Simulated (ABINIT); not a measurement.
Entries from a set of simulations; values are calculated unless marked as measured.

```
Beyond one shot: LiCaH3 (R-3c)
1.0
     2.60557    1.50432    4.14244
    -2.60557    1.50432    4.14244
     0.00000   -3.00865    4.14244
Li Ca H
2 2 6
Direct
  0.00000 0.00000 0.00000
  0.50000 0.50000 0.50000
  0.25000 0.25000 0.25000
  0.75000 0.75000 0.75000
  0.69843 0.80157 0.25000
  0.25000 0.69843 0.80157
  0.80157 0.25000 0.69843
  0.75000 0.30157 0.19843
  0.19843 0.75000 0.30157
  0.30157 0.19843 0.75000
# method: RPA screening on LDA from quasiparticle energies and orbitals, plane waves, norm-conserving pseudopotentials (and 4 further levels or steps)
# program: ABINIT 10.8.3
# settings: cutoff 33 Ha, PseudoDojo scalar-relativistic 0.4.1 standard, norm-conserving, ngkpt (2, 2, 2), nband 56, ecuteps 3.2 Ha, gwcalctyp 28, inclvkb 2, shiftk (0, 0, 0), symchi 1, awtr 1, frequency ppm, cycle 3, q points all but q = 0, 2×2×2 k-mesh
# cost: 10 runs, 72 s in all on 4 MPI ranks of Arm Neoverse V2, shared host
# notes: The cell and positions are those that the Materials Project relaxed with its own functionals (PBE, PBE+U or r2SCAN), kept fixed. The 2×2×2 mesh is coarse for this cell, which bears on the long-range parts of exchange and screening.
# G0W0: 3.725 eV
# QSGW, cycle 1: 4.204 eV
# QSGW, cycle 2: 4.434 eV
# QSGW, cycle 3: 4.452 eV
# known limits: short of the basis limit; coarse k mesh
```

[Long decimals in the printed logs are rounded to 6 places.]

[Logs are printed without paths, hosts, clocks, repeated set-up lines and the standing remarks that a program may print on its own settings, such as how far it seeks lower states.]

[Paths, hosts, dates, memory and timing lines, banners, echoed tables and standing remarks are left out of the program output; an Ansatz launch command may be rebuilt from the run's recorded settings. Measured values are a selection of at most five: reports struck by readers or far from the other reports are left out. None is set beside runs whose start may be inverted or whose files or cutoffs have a known fault.]

[Runs of the session that timed out or met a known fault of the program may be left out.]

[Hosts, paths, dates, database ids (printed as entryN), source tags and the programs' standing remarks are cut or masked in the printed files.]

[G0W0 gaps are taken among the corrected bands and points alone; a level outside them can change the order at an edge.]

[Where Ansatz stands beside ABINIT at settings called matched, ABINIT's density can come from a denser mesh and the files from another edition; pairs whose starting gaps differed by over 0.03 eV were left out, so agreement reads better than it is.]
